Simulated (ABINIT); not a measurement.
## CsPbCl3 (Pm-3m): G0W0 in ABINIT against the wavefunction cutoff in GW

Aim: move the wavefunction cutoff in GW of a G0W0 run on CsPbCl3 (Pm-3m) over a wide range.

Program: ABINIT 10.8.3. Level of theory: PBE and many-body steps on it, plane waves. Results are calculated unless marked as measured.

This is a report of a sequence of runs, with most program output left out.

## 1. Starting point

Symmetry: Pm-3m, No. 221, cubic system. The conventional cell has a = 5.605 Å, b = 5.605 Å, c = 5.605 Å, α = 90.00°, β = 90.00°, γ = 90.00°. Cs has 12 Cl at 3.96 Å nearest. Nearest to Pb lie 6 Cl at 2.80 Å. Cl has 2 Pb at 2.80 Å and 4 Cs at 3.96 Å nearest. Farther neighbours and most contacts between anions are not listed.

As a file:

```cif
data_structure
_symmetry_space_group_name_H-M 'Pm-3m'
_symmetry_Int_Tables_number 221
_cell_length_a 5.6050
_cell_length_b 5.6050
_cell_length_c 5.6050
_cell_angle_alpha 90.000
_cell_angle_beta 90.000
_cell_angle_gamma 90.000
_cell_volume 176.09
loop_
_atom_site_label
_atom_site_type_symbol
_atom_site_symmetry_multiplicity
_atom_site_Wyckoff_symbol
_atom_site_fract_x
_atom_site_fract_y
_atom_site_fract_z
_atom_site_occupancy
Cs1 Cs 1 a 0.00000 0.00000 0.00000 1
Pb1 Pb 1 b 0.50000 0.50000 0.50000 1
Cl1 Cl 3 c 0.50000 0.50000 0.00000 1
```

The cell and positions come from the Crystallography Open Database and are kept as given unless a step says otherwise. Spin-orbit coupling is left out unless a step names it.

## 2. Screening, 2×2×2 mesh, 154 bands, screening to 130.6 eV

This step: ABINIT 10.8.3; RPA screening on PBE, plane waves, norm-conserving pseudopotentials.

The RPA dielectric matrix is built and inverted for each q.

Input file run.abi:

```
acell 3*1.0 Angstrom
rprim 
  5.605000000000 0.000000000000 0.000000000000
  0.000000000000 5.605000000000 0.000000000000
  0.000000000000 0.000000000000 5.605000000000
ntypat 3
znucl 55 82 17
natom 5
typat 1 2 3 3 3
xred 
  0.000000000000 0.000000000000 0.000000000000
  0.500000000000 0.500000000000 0.500000000000
  0.500000000000 0.500000000000 0.000000000000
  0.000000000000 0.500000000000 0.500000000000
  0.500000000000 0.000000000000 0.500000000000
pp_dirpath "pseudos"
pseudos "Cs.upf, Pb.upf, Cl.upf"
ecut 25
ngkpt 2 2 2
nshiftk 1
shiftk 0 0 0
kptopt 1
chksymbreak 0
istwfk *1
occopt 1
irdwfk 1
optdriver 3
nband 154
ecuteps 4.8
inclvkb 2
awtr 1
symchi 1
ecutwfn 7.5
indata_prefix "in"
outdata_prefix "out"
tmpdata_prefix "tmp"
```

Launch:

```bash
OMP_NUM_THREADS=1 mpirun -n 8 abinit run.abi > log
```

Run time: 6.9 s. Hardware: 8 MPI ranks of AMD EPYC 9R45, shared host; peak memory 1 GiB.

This step gave:

- ε∞ with local fields, on this mesh, along the program's q direction: 7.157
- the same without local fields: 8.273
- plasma frequency: 18.41 eV
- plane waves in the screening matrix: 619

Local fields lower ε∞ by 13 %. On a Γ-centred mesh this coarse the value itself is usually too large, while a short band sum pulls it down.

## 3. 7.5 Ha

This step: G0W0 on PBE, plane waves, norm-conserving pseudopotentials.

Edit run.abi of step 2 so:

```diff
@@ -26,8 +26,17 @@
 irdwfk 1
-optdriver 3
+optdriver 4
 nband 154
+gwcalctyp 0
+ecutsigx 7.5
+symsigma 1
+nkptgw 2
+kptgw 
+  0.5000000000 0.5000000000 0.5000000000
+  0.0000000000 0.0000000000 0.0000000000
+bdgw 
+  19 25
+  20 25
 ecuteps 4.8
-inclvkb 2
-awtr 1
-symchi 1
+irdscr 1
+ppmodel 1
 ecutwfn 7.5
```

It took 15 s on 8 MPI ranks; peak memory 1.6 GiB.

Numbers from this step:

```yaml
g0w0_gap_on_the_points_computed: 3.04 eV
starting_gap_on_the_mesh: 1.933 eV
k_of_the_valence_top: 0.5, 0.5, 0.5
k_of_the_conduction_bottom: 0.5, 0.5, 0.5
z_at_the_valence_top: 0.791
z_at_the_conduction_bottom: 0.82
least_direct_g0w0_gap_on_the_computed_points: 3.04 eV
```

## 4. Screening, 2×2×2 mesh, 154 bands, screening to 130.6 eV

This step: RPA screening on PBE, plane waves, norm-conserving pseudopotentials.

Edit run.abi of step 3 so:

```diff
@@ -26,18 +26,9 @@
 irdwfk 1
-optdriver 4
+optdriver 3
 nband 154
-gwcalctyp 0
-ecutsigx 7.5
-symsigma 1
-nkptgw 2
-kptgw 
-  0.5000000000 0.5000000000 0.5000000000
-  0.0000000000 0.0000000000 0.0000000000
-bdgw 
-  19 25
-  20 25
 ecuteps 4.8
-irdscr 1
-ppmodel 1
-ecutwfn 7.5
+inclvkb 2
+awtr 1
+symchi 1
+ecutwfn 12.5
 indata_prefix "in"
```

It took 9 s on 8 MPI ranks; peak memory 1.3 GiB; 70 s of CPU time.

Numbers from this step:

```
ε∞ with local fields, on this mesh, along the program's q direction : 7.167
the same without local fields                                       : 8.280
plasma frequency                                                    : 18.55 eV
plane waves in the screening matrix                                 : 619
```

## 5. 12.5 Ha

The self-energy is evaluated for the states that the input lists, and the levels follow from it, in one-shot runs by the linearised quasiparticle equation.

This step: G0W0 on PBE, plane waves, norm-conserving pseudopotentials.

Edit run.abi of step 4 so:

```diff
@@ -26,8 +26,17 @@
 irdwfk 1
-optdriver 3
+optdriver 4
 nband 154
+gwcalctyp 0
+ecutsigx 12.5
+symsigma 1
+nkptgw 2
+kptgw 
+  0.5000000000 0.5000000000 0.5000000000
+  0.0000000000 0.0000000000 0.0000000000
+bdgw 
+  19 25
+  20 25
 ecuteps 4.8
-inclvkb 2
-awtr 1
-symchi 1
+irdscr 1
+ppmodel 1
 ecutwfn 12.5
```

The job ended after 15 s (8 MPI ranks; peak memory 1.8 GiB).

This step gave:

```
G0W0 gap on the points computed              : 3.111 eV
starting gap on the mesh                     : 1.933 eV
k of the valence top                         : 0.5, 0.5, 0.5
k of the conduction bottom                   : 0.5, 0.5, 0.5
Z at the valence top                         : 0.791
Z at the conduction bottom                   : 0.82
least direct G0W0 gap on the computed points : 3.111 eV
```

The gap on the mesh goes from 1.93 eV to 3.11 eV, a correction of +1.18 eV.

## 6. Screening, 2×2×2 mesh, 154 bands, screening to 130.6 eV

This step: RPA screening on PBE, plane waves, norm-conserving pseudopotentials.

Edit run.abi of step 5 so:

```diff
@@ -26,18 +26,9 @@
 irdwfk 1
-optdriver 4
+optdriver 3
 nband 154
-gwcalctyp 0
-ecutsigx 12.5
-symsigma 1
-nkptgw 2
-kptgw 
-  0.5000000000 0.5000000000 0.5000000000
-  0.0000000000 0.0000000000 0.0000000000
-bdgw 
-  19 25
-  20 25
 ecuteps 4.8
-irdscr 1
-ppmodel 1
-ecutwfn 12.5
+inclvkb 2
+awtr 1
+symchi 1
+ecutwfn 18.8
 indata_prefix "in"
```

Elapsed: 10 s, on 8 MPI ranks; peak memory 1.7 GiB; 81 s of CPU time.

This step gave:

```yaml
eps_infinity_with_local_fields_on_this_mesh_along_the_program_s_q_direction: 7.168
the_same_without_local_fields: 8.276
plasma_frequency: 18.56 eV
plane_waves_in_the_screening_matrix: 619
```

## 7. 18.8 Ha

This step: G0W0 on PBE, plane waves, norm-conserving pseudopotentials.

Edit run.abi of step 6 so:

```diff
@@ -26,8 +26,17 @@
 irdwfk 1
-optdriver 3
+optdriver 4
 nband 154
+gwcalctyp 0
+ecutsigx 18.8
+symsigma 1
+nkptgw 2
+kptgw 
+  0.5000000000 0.5000000000 0.5000000000
+  0.0000000000 0.0000000000 0.0000000000
+bdgw 
+  19 25
+  20 25
 ecuteps 4.8
-inclvkb 2
-awtr 1
-symchi 1
+irdscr 1
+ppmodel 1
 ecutwfn 18.8
```

Wall time 15 s (8 MPI ranks); peak memory 2.1 GiB; 2 min of CPU time.

This step gave:

```
G0W0 gap on the points computed              : 3.082 eV
starting gap on the mesh                     : 1.933 eV
k of the valence top                         : 0.5, 0.5, 0.5
k of the conduction bottom                   : 0.5, 0.5, 0.5
least direct G0W0 gap on the computed points : 3.082 eV
```

Against the run before, the gap moves by −0.029 eV.

## 8. Screening, 2×2×2 mesh, 154 bands, screening to 130.6 eV

This step: RPA screening on PBE, plane waves, norm-conserving pseudopotentials.

Edit run.abi of step 7 so:

```diff
@@ -26,18 +26,8 @@
 irdwfk 1
-optdriver 4
+optdriver 3
 nband 154
-gwcalctyp 0
-ecutsigx 18.8
-symsigma 1
-nkptgw 2
-kptgw 
-  0.5000000000 0.5000000000 0.5000000000
-  0.0000000000 0.0000000000 0.0000000000
-bdgw 
-  19 25
-  20 25
 ecuteps 4.8
-irdscr 1
-ppmodel 1
-ecutwfn 18.8
+inclvkb 2
+awtr 1
+symchi 1
 indata_prefix "in"
```

Run time: 9.6 s. Hardware: 8 MPI ranks; peak memory 2.2 GiB.

This step gave:

```yaml
eps_infinity_with_local_fields_on_this_mesh_along_the_program_s_q_direction: 7.168
the_same_without_local_fields: 8.277
plasma_frequency: 18.56 eV
plane_waves_in_the_screening_matrix: 619
```

## 9. 25 Ha

This step: G0W0 on PBE, plane waves, norm-conserving pseudopotentials.

Edit run.abi of step 8 so:

```diff
@@ -26,8 +26,17 @@
 irdwfk 1
-optdriver 3
+optdriver 4
 nband 154
+gwcalctyp 0
+ecutsigx 25
+symsigma 1
+nkptgw 2
+kptgw 
+  0.5000000000 0.5000000000 0.5000000000
+  0.0000000000 0.0000000000 0.0000000000
+bdgw 
+  19 25
+  20 25
 ecuteps 4.8
-inclvkb 2
-awtr 1
-symchi 1
+irdscr 1
+ppmodel 1
 indata_prefix "in"
```

It took 14 s on 8 MPI ranks; peak memory 2.4 GiB; 1.8 min of CPU time.

This step gave:

```yaml
g0w0_gap_on_the_points_computed: 3.08 eV
starting_gap_on_the_mesh: 1.933 eV
k_of_the_valence_top: 0.5, 0.5, 0.5
k_of_the_conduction_bottom: 0.5, 0.5, 0.5
least_direct_g0w0_gap_on_the_computed_points: 3.08 eV
```

Against the run before, the gap moves by −0.002 eV.

## 10. Side by side

Times are wall times on 8 MPI ranks of AMD EPYC 9R45, shared host, good to a factor of about two. A run's time includes the screening step that it read.

```csv
run,mesh,bands,screening cutoff (eV),DFT gap (eV),gap on the mesh (eV),direct (eV),ε∞ used,time
7.5 Ha,2×2×2,154,130.6,1.933,3.040,3.040,7.16,22 s
12.5 Ha,2×2×2,154,130.6,1.933,3.111,3.111,7.17,24 s
18.8 Ha,2×2×2,154,130.6,1.933,3.082,3.082,7.17,26 s
25 Ha,2×2×2,154,130.6,1.933,3.080,3.080,7.17,23 s
```

## 11. What came out

| Property | Result |
| --- | --- |
| 7.5 Ha | 3.040 eV |
| 12.5 Ha | 3.111 eV |
| 18.8 Ha | 3.082 eV |
| 25 Ha | 3.080 eV |
| known limits | not at the basis limit; exchange with frozen shells missing; no spin-orbit coupling; coarse k mesh |

What this shows: The setting moved: wavefunction cutoff in GW. From 7.5 Ha to 25 Ha the gap moves by +0.04 eV, not steadily: it passes through 3.11 eV. It holds to 0.03 eV from 18.8 Ha on. Bands and screening cutoff are coupled, so a series along one setting does not show full convergence. The exchange cutoff follows the wavefunction cutoff here. Bands and cutoff are finite, so the gap is not at the basis limit. The miss can reach some tenths of an eV and take either sign; the mesh is an error of its own. In the G0W0 runs levels were corrected at 2 k points alone, so a gap called «on the mesh» is the least over those, and an edge elsewhere would be missed. The 2×2×2 mesh is coarse for this cell, which bears on the long-range parts of exchange and screening. Where an edge is built on 6p states of lead, bismuth or thallium, scalar-relativistic gaps usually stand too wide, by a few tenths to over one eV. This is the ideal cubic cell; many perovskites, halides above all, are cubic only on average, and local tilts or off-centring can widen the gap. The norm-conserving file of at least one element keeps a d shell over frozen s and p shells of the same row. Exchange with those shells is missing from the self-energy, an error of 0.3 to 0.9 eV in cases checked, whose sign depends on which edge lies on those atoms. The many-body steps are scalar-relativistic: spin-orbit coupling is not in them.

[Paths, hosts, dates, memory and timing lines, banners, echoed tables and standing remarks are left out of the program output.]

[Logs are printed without paths, hosts, clocks, repeated set-up lines and the standing remarks that a program may print on its own settings, such as how far it seeks lower states.]

[Runs of the session that timed out or met a known fault of the program may be left out.]

[Hosts, paths, dates, database ids (printed as entryN), source tags and the programs' standing remarks are cut or masked in the printed files.]

[G0W0 gaps are taken among the corrected bands and points alone; a level outside them can change the order at an edge.]

[Where Ansatz stands beside ABINIT at settings called matched, ABINIT's density can come from a denser mesh and the files from another edition; pairs whose starting gaps differed by over 0.03 eV were left out, so agreement reads better than it is.]
